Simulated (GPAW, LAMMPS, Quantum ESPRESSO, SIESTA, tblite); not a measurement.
## Atom list for Amorphous Si0.8Ge0.2 (141 atoms)

Geometry: the geometry as built. Computed with tblite 0.8.0: GFN1-xTB tight binding, diagonalisation; levels smeared at 580 K; periodic xTB differs between programs; its forces lie 87 % r.m.s. from those of plane-wave PBE on this cell; Γ point; density 2.91 g/cm³.

Cell vectors (Å):

```
14.380 0.000 0.000
0.000 14.380 0.000
0.000 0.000 14.380
```

Positions (Å):

```
1 Si 2.650 11.840 0.052
2 Si 8.017 1.978 4.787
3 Si 3.114 11.766 4.412
4 Si 5.313 6.877 7.184
5 Si 12.177 11.087 5.151
6 Si 13.235 0.778 7.524
7 Si 9.662 3.567 7.303
8 Si 3.253 8.994 11.982
9 Si 11.507 0.622 0.450
10 Si 2.467 10.970 10.746
11 Si 1.817 5.321 8.494
12 Si 5.834 5.820 3.302
13 Si 8.088 6.110 10.051
14 Si 9.217 6.403 4.385
15 Si 10.183 8.723 11.712
16 Si 13.068 6.417 11.196
17 Si 13.850 0.967 14.254
18 Si 10.359 9.929 3.929
19 Si 6.434 3.954 4.922
20 Si 11.353 12.291 11.672
21 Si 12.429 8.341 3.619
22 Si 10.141 9.809 1.499
23 Si 12.223 10.078 12.219
24 Si 10.396 5.106 13.862
25 Si 13.807 8.263 1.659
26 Si 5.014 1.949 10.519
27 Si 5.951 2.017 8.344
28 Si 6.073 3.595 11.909
29 Si 4.963 0.674 3.938
30 Si 6.554 0.247 5.639
31 Si 7.406 11.221 10.349
32 Si 4.843 7.286 4.888
33 Si 2.565 3.333 13.936
34 Si 0.871 5.733 4.874
35 Si 9.741 12.018 0.768
36 Si 4.189 5.187 8.349
37 Si 1.733 2.508 2.834
38 Si 1.033 4.140 6.641
39 Si 10.298 2.136 5.571
40 Si 0.160 11.392 2.418
41 Si 4.978 3.519 6.842
42 Si 6.691 12.032 2.136
43 Si 11.618 12.715 14.001
44 Si 3.841 12.671 11.808
45 Si 0.090 10.349 11.157
46 Si 9.910 7.572 9.596
47 Si 10.474 14.353 10.842
48 Si 13.847 4.145 11.532
49 Si 8.267 4.822 0.581
50 Si 4.325 9.546 1.006
51 Si 11.694 7.089 13.087
52 Si 4.656 5.669 1.160
53 Si 8.093 8.818 13.054
54 Si 11.132 2.365 2.225
55 Si 7.355 2.685 1.250
56 Si 10.247 13.747 2.485
57 Si 4.456 10.692 13.234
58 Si 8.795 8.598 5.191
59 Si 1.519 3.925 10.389
60 Si 3.525 3.644 1.719
61 Si 2.486 10.736 2.212
62 Si 6.093 1.926 13.736
63 Si 2.229 11.551 8.409
64 Si 2.786 0.720 8.106
65 Si 7.574 12.384 14.299
66 Si 4.587 13.073 2.769
67 Si 14.114 11.728 8.962
68 Si 2.485 0.246 11.971
69 Si 13.176 7.894 7.574
70 Si 2.664 1.815 10.216
71 Si 8.291 5.084 6.097
72 Si 8.838 8.797 7.654
73 Si 2.482 7.481 4.409
74 Si 14.016 6.795 14.193
75 Si 14.247 13.522 3.360
76 Si 3.050 13.937 1.073
77 Si 11.709 4.227 8.345
78 Si 0.913 0.547 1.735
79 Si 7.887 12.681 5.777
80 Si 14.116 10.010 4.283
81 Si 0.295 13.978 12.481
82 Si 4.808 8.674 8.536
83 Si 10.256 10.783 8.177
84 Si 11.936 6.507 9.069
85 Si 12.090 9.196 0.188
86 Si 2.759 1.258 4.542
87 Si 4.623 5.252 10.741
88 Si 13.298 13.312 10.662
89 Si 6.821 9.924 8.429
90 Si 1.805 7.195 12.946
91 Si 3.230 7.443 0.569
92 Si 6.754 13.318 9.418
93 Si 12.011 13.315 4.173
94 Si 6.817 10.800 12.675
95 Si 7.584 6.625 7.731
96 Si 8.255 2.350 8.747
97 Si 0.086 4.127 3.260
98 Si 12.020 3.147 10.469
99 Si 13.801 4.766 1.038
100 Si 8.146 8.603 1.088
101 Si 0.481 7.981 11.023
102 Si 13.258 3.126 6.784
103 Si 0.887 13.664 7.471
104 Si 13.309 11.265 0.420
105 Si 9.680 12.980 7.291
106 Si 9.786 10.851 10.506
107 Si 11.523 4.616 1.527
108 Si 12.398 0.924 9.750
109 Si 8.923 1.507 2.630
110 Si 1.941 9.646 5.288
111 Si 6.352 9.713 2.196
112 Si 13.260 6.882 5.428
113 Si 5.172 14.181 7.652
114 Ge 8.731 12.059 3.639
115 Ge 4.821 7.732 10.752
116 Ge 6.309 5.357 13.658
117 Ge 5.540 2.761 2.853
118 Ge 6.273 10.969 6.339
119 Ge 6.422 9.152 4.571
120 Ge 11.328 0.041 6.188
121 Ge 4.088 12.096 6.723
122 Ge 2.822 2.523 6.499
123 Ge 6.881 7.087 11.952
124 Ge 3.722 1.229 13.816
125 Ge 0.136 3.241 13.740
126 Ge 1.796 8.389 2.259
127 Ge 5.745 14.174 11.340
128 Ge 11.454 5.844 3.803
129 Ge 9.876 1.080 12.914
130 Ge 12.548 10.351 7.529
131 Ge 12.231 3.361 4.385
132 Ge 8.191 3.800 10.688
133 Ge 2.536 9.272 7.679
134 Ge 0.975 7.604 8.669
135 Ge 0.594 11.725 13.193
136 Ge 8.863 0.020 9.082
137 Ge 2.700 5.028 12.191
138 Ge 1.568 13.606 5.053
139 Ge 7.514 0.099 13.124
140 Ge 10.165 3.393 12.073
141 Ge 7.968 6.466 2.305
```

Predict the forces and charges.

Columns: atom, q, fx, fy, fz (forces in eV/Å, q the Mulliken charge in e).

```
1 0.11 0.384 -0.038 -0.144
2 0.02 0.007 -0.031 0.079
3 0.10 0.144 -0.089 -0.059
4 -0.05 -0.131 -0.230 -0.394
5 0.07 -0.100 0.063 -0.031
6 0.09 0.281 0.263 -0.230
7 -0.05 0.393 0.303 0.120
8 0.06 -0.153 0.591 0.172
9 0.07 0.306 0.213 0.237
10 0.06 0.433 0.010 -0.444
11 0.04 0.040 0.090 0.159
12 0.08 0.113 -0.120 0.067
13 0.05 -0.037 0.019 -0.381
14 0.04 0.054 -0.017 0.134
15 -0.02 0.202 0.294 0.158
16 0.00 -0.312 -0.067 0.103
17 0.02 -0.434 0.131 -0.116
18 0.04 0.292 -0.070 -0.107
19 0.07 0.391 0.196 -0.095
20 -0.05 -0.031 -0.026 -0.363
21 0.05 0.058 -0.459 0.622
22 0.00 0.226 -0.148 0.233
23 0.14 -0.232 -0.532 0.049
24 0.04 0.073 0.195 -0.041
25 0.04 -0.250 -0.382 0.041
26 0.05 -0.165 0.381 -0.151
27 0.03 0.255 -0.259 -0.160
28 0.07 -0.166 0.035 0.059
29 -0.01 0.383 -0.142 -0.073
30 0.03 -0.001 0.314 0.219
31 -0.03 0.053 0.000 0.075
32 0.05 -0.124 0.050 -0.117
33 0.12 0.027 0.153 0.195
34 0.00 0.263 -0.061 -0.140
35 -0.03 -0.207 0.187 0.264
36 -0.02 0.041 -0.167 0.100
37 0.00 -0.124 0.090 -0.083
38 0.03 -0.236 0.160 -0.215
39 0.10 -0.340 0.066 0.024
40 0.01 0.159 0.196 0.290
41 0.06 0.070 0.337 -0.159
42 0.02 -0.181 0.525 0.065
43 0.03 0.046 0.417 -0.149
44 0.09 -0.084 -0.469 -0.174
45 0.05 -0.385 -0.065 -0.395
46 0.02 -0.237 0.058 0.001
47 0.12 0.086 0.021 -0.140
48 0.04 -0.102 0.109 -0.014
49 0.08 0.165 -0.101 -0.087
50 0.09 0.272 0.132 -0.105
51 0.05 0.070 0.014 0.146
52 0.06 -0.036 0.015 0.539
53 0.03 0.476 0.170 0.252
54 0.08 0.134 -0.054 -0.089
55 0.03 0.240 -0.174 -0.111
56 0.08 -0.433 -0.076 -0.067
57 0.01 0.419 -0.234 0.043
58 0.06 0.269 0.159 0.119
59 0.05 -0.152 -0.145 -0.005
60 0.02 -0.271 0.395 0.027
61 0.03 0.252 0.166 0.007
62 0.11 0.193 0.119 0.173
63 0.06 -0.362 0.286 0.245
64 0.09 -0.031 -0.398 0.346
65 0.02 -0.130 -0.014 0.141
66 0.03 -0.021 -0.303 0.024
67 0.12 0.383 0.192 0.085
68 0.03 -0.069 -0.018 -0.238
69 0.08 -0.011 0.139 -0.005
70 -0.03 -0.108 -0.021 -0.168
71 -0.01 -0.238 -0.384 0.238
72 0.01 0.084 -0.304 0.200
73 0.04 0.040 -0.048 0.256
74 0.06 0.015 -0.301 -0.192
75 -0.01 -0.196 0.542 -0.147
76 0.06 -0.045 0.028 0.411
77 0.01 0.110 0.240 -0.051
78 0.01 -0.017 0.004 -0.041
79 0.04 -0.199 0.211 -0.012
80 0.00 -0.202 0.035 0.280
81 0.02 -0.288 0.370 -0.064
82 0.08 -0.157 0.591 0.097
83 0.05 -0.018 0.090 -0.084
84 -0.05 0.092 -0.209 -0.097
85 0.03 -0.334 -0.347 -0.396
86 0.08 -0.011 -0.205 -0.284
87 0.12 0.229 -0.005 -0.484
88 0.04 0.246 0.067 -0.427
89 0.04 0.247 -0.176 0.416
90 0.10 -0.101 0.248 0.134
91 0.02 0.012 0.124 -0.348
92 0.04 -0.320 -0.394 -0.683
93 0.06 0.020 0.039 -0.353
94 0.03 -0.122 0.014 -0.162
95 0.04 0.035 -0.119 0.059
96 0.09 0.037 -0.025 -0.185
97 0.07 0.113 0.117 -0.041
98 0.02 0.094 -0.187 -0.149
99 -0.01 0.456 0.223 0.397
100 0.06 0.026 -0.227 -0.129
101 0.05 0.107 -0.092 0.203
102 0.06 -0.133 0.021 -0.007
103 0.11 -0.308 -0.106 0.181
104 0.05 -0.391 -0.151 0.503
105 0.11 0.286 -0.109 0.045
106 0.05 -0.305 -0.058 0.231
107 0.00 -0.610 -0.116 -0.258
108 -0.10 -0.075 -0.011 0.156
109 0.00 0.127 -0.376 -0.091
110 0.09 -0.012 0.013 0.249
111 0.01 0.026 0.010 -0.010
112 0.02 -0.513 0.295 -0.287
113 0.07 -0.124 -0.116 0.138
114 -0.24 -0.123 0.067 -0.203
115 -0.23 0.140 -0.200 -0.010
116 -0.13 -0.344 0.207 0.205
117 -0.09 -0.296 -0.138 -0.121
118 -0.13 -0.197 0.085 -0.113
119 -0.11 -0.010 -0.023 0.218
120 -0.23 0.130 0.011 0.006
121 -0.06 0.477 0.192 -0.198
122 -0.32 -0.285 0.215 0.293
123 -0.05 -0.003 0.216 -0.022
124 -0.19 0.191 -0.245 0.048
125 -0.22 -0.370 -0.530 -0.340
126 -0.16 -0.246 -0.709 -0.141
127 -0.13 -0.071 -0.168 0.291
128 -0.07 0.455 -0.156 -0.175
129 -0.06 -0.082 0.276 0.300
130 -0.21 0.014 0.127 0.058
131 -0.05 0.167 -0.196 0.177
132 -0.17 0.014 -0.172 0.153
133 -0.14 -0.153 -0.034 -0.230
134 -0.16 0.190 0.041 -0.085
135 -0.22 0.361 -0.653 -0.074
136 -0.25 -0.156 0.120 -0.118
137 -0.26 0.319 0.159 -0.076
138 -0.30 -0.407 -0.381 0.274
139 -0.13 0.014 0.062 -0.025
140 -0.09 0.232 0.191 0.169
141 -0.28 0.358 0.077 0.166
```

The quench rate of 10 K/ps is many orders above laboratory rates, so the cell is likely richer in defects and strain than a real sample. The network of bonds at the start is that of the classical potential that made the cell, and needn't be the one that DFT or experiment would give. Only the Γ point is sampled, in a cell whose shortest periodic width is 14 Å.

The r.m.s. force component is 0.228 eV/Å; the longest force, 0.852 eV/Å, acts on Si92.

[Logs are printed without paths, hosts, clocks, repeated set-up lines and the standing remarks that a program may print on its own settings, such as how far it seeks lower states.]

[Hosts, paths, dates, database ids (printed as entryN), source tags and the programs' standing remarks are cut or masked in the printed files.]
